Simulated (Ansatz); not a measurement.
G0W0 rungs for LiNbO3 (R3c).

```yaml
crystal:
  lattice:
    - [2.57580, 1.48714, 4.62300]
    - [-2.57580, 1.48714, 4.62300]
    - [0.00000, -2.97428, 4.62300]
  atoms:
    - { symbol: Li, position: [0.28150, 0.28150, 0.28150] }
    - { symbol: Li, position: [0.78150, 0.78150, 0.78150] }
    - { symbol: Nb, position: [0.00006, 0.00006, 0.00006] }
    - { symbol: Nb, position: [0.50006, 0.50006, 0.50006] }
    - { symbol: O, position: [0.11231, 0.35836, 0.71959] }
    - { symbol: O, position: [0.71959, 0.11231, 0.35836] }
    - { symbol: O, position: [0.35836, 0.71959, 0.11231] }
    - { symbol: O, position: [0.21959, 0.85836, 0.61231] }
    - { symbol: O, position: [0.85836, 0.61231, 0.21959] }
    - { symbol: O, position: [0.61231, 0.21959, 0.85836] }
```

The cell and positions come from the Crystallography Open Database and are kept as given unless a step says otherwise.

Runs so far (Ansatz 0.2.0, start PBE, hard PAW files, 4×4×4 mesh). Times are wall times on 1 × NVIDIA H100 80GB HBM3 (shared by 3 runs) with 4 threads of AMD EPYC 7R13 (Zen 3), shared host, good to a factor of about two.

```csv
bands summed,cutoff (eV),gap on the mesh (eV),time
312,110,5.126,37 s
665,190,5.175,62 s
1104,270,5.215,1.9 min
```

**Question.** What should the next rung give, with 1821 bands and screening to 380 eV, and where is the limit?

The error falls about as one over the bands when the cutoff rises with them. A line through the two highest rungs given predicts 5.239 eV; the run gave 5.241 eV, close to it. The two highest rungs put the limit near 5.280 eV, the pair below near 5.275 eV; their difference is a rough measure of what is unsettled in bands and cutoff; the mesh is a separate error.

Gaps are over the mesh's points; an edge off the mesh would be missed. Limits: not at the basis limit; no spin-orbit coupling.

[Paths, hosts, dates, memory and timing lines, banners, echoed tables and standing remarks are left out of the program output.]

[Logs are printed without paths, hosts, clocks, repeated set-up lines and the standing remarks that a program may print on its own settings, such as how far it seeks lower states.]

[Runs of the session that timed out or met a known fault of the program may be left out.]

[Cells called generated may have been cut or substituted from an entry of the Crystallography Open Database or the Materials Project.]

[Hosts, paths, dates, database ids (printed as entryN), source tags and the programs' standing remarks are cut or masked in the printed files.]
